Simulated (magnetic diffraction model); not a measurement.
# Magnetic neutron pattern of Ho2NiGe2

Space group P4/mbm (no. 127), a = 6.9570 Å, c = 4.1180 Å.

```csv
site,atom,x,y,z
4h,Ho,0.6760,0.8240,1/2
4g,Ge,0.3841,0.8841,0
2a,Ni,1/2,1/2,0
```

This is a made-up structure (elements placed in a structure type, unrelaxed), so the numbers test the method and describe no known phase.

Only Ho is taken to order (form factors of Ho3+); orders and moment sizes are assumed, and not adapted to the symmetry. Radiation: neutrons of λ = 2.52 Å, 1.5° to 100°; isotropic B of 0.24 Å² (Ho), 0.37 Å² (Ge) and 0.28 Å² (Ni). The intensities are simulated: I ∝ L Σ (|F_N|² + |F_M⊥|²) for unpolarised neutrons, with F_M = 2.695 fm/μB × Σ f(s) S exp(2πi Q·r) exp(−B s²) at Q = H ± k (one set where k and −k are equivalent), only the part normal to Q counting and L = 1/(sin²θ cos θ). For collinear order S is the moment m, which repeats by lattice and centring translations R with the sign exp(−2πi k·R). Form factors are spin-only for 3d ions and dipole or tabulated for f ions, scattering lengths are Sears's of 1992, and absorption is left out. A label names one of the reflections at its angle. The strongest nuclear line in the range is 100, and lines under 0.2 are left out.

Assume the order k = (0 0 0), collinear moments along [111], 8.5 μB on Ho; signs + at (0.6760, 0.8240, 1/2), + at (0.1760, 0.6760, 1/2), + at (0.8240, 0.3240, 1/2), + at (0.3240, 0.1760, 1/2).

Q: Where does magnetic intensity appear, and how strong is it?

| 2θ (°) | index | nuclear | magnetic |
| --- | --- | --- | --- |
| 29.68 | (1 1 0) | 0.7 | 8.0 |
| 35.63 | (0 0 1) | 7.2 | 100.9 |
| 42.47 | (2 0 0) | 0.6 | 33.8 |
| 47.03 | (1 1 1) | 3.0 | 7.9 |
| 47.78 | (2 1 0) | 0.1 | 75.7 |
| 56.61 | (2 0 1) | 53.6 | 44.4 |
| 61.00 | (2 1 1) | 100.0 | 106.7 |
| 61.63 | (2 2 0) | 13.1 | 5.5 |
| 69.88 | (3 1 0) | 49.2 | 13.0 |
| 73.27 | (2 2 1) | 1.8 | 8.8 |
| 75.46 | (0 0 2) | 34.0 | 21.2 |
| 80.98 | (3 1 1) | 14.3 | 21.6 |
| 81.54 | (3 2 0) | 16.3 | 1.0 |
| 83.12 | (1 1 2) | 0.3 | 2.7 |
| 90.65 | (2 0 2) | 0.4 | 19.8 |
| 92.30 | (3 2 1) | 14.5 | 1.7 |
| 92.85 | (4 0 0) | 3.1 | 1.6 |
| 94.42 | (2 1 2) | 0.1 | 52.4 |
| 96.62 | (4 1 0) | 15.4 | 27.1 |

The strongest magnetic line in the range is (2 1 1) at 61.00° (106.7). On top of the Lorentz factor, which all lines share, magnetic lines fade with angle because f falls: for Ho3+ it is 0.96, 0.85, 0.71 and 0.44 at sin θ/λ = 0.1, 0.2, 0.3 and 0.5 Å⁻¹, while nuclear lengths stay constant. The net moment is 34.00 μB a primitive cell.

[Logs are printed without paths, hosts, clocks, repeated set-up lines and the standing remarks that a program may print on its own settings, such as how far it seeks lower states.]
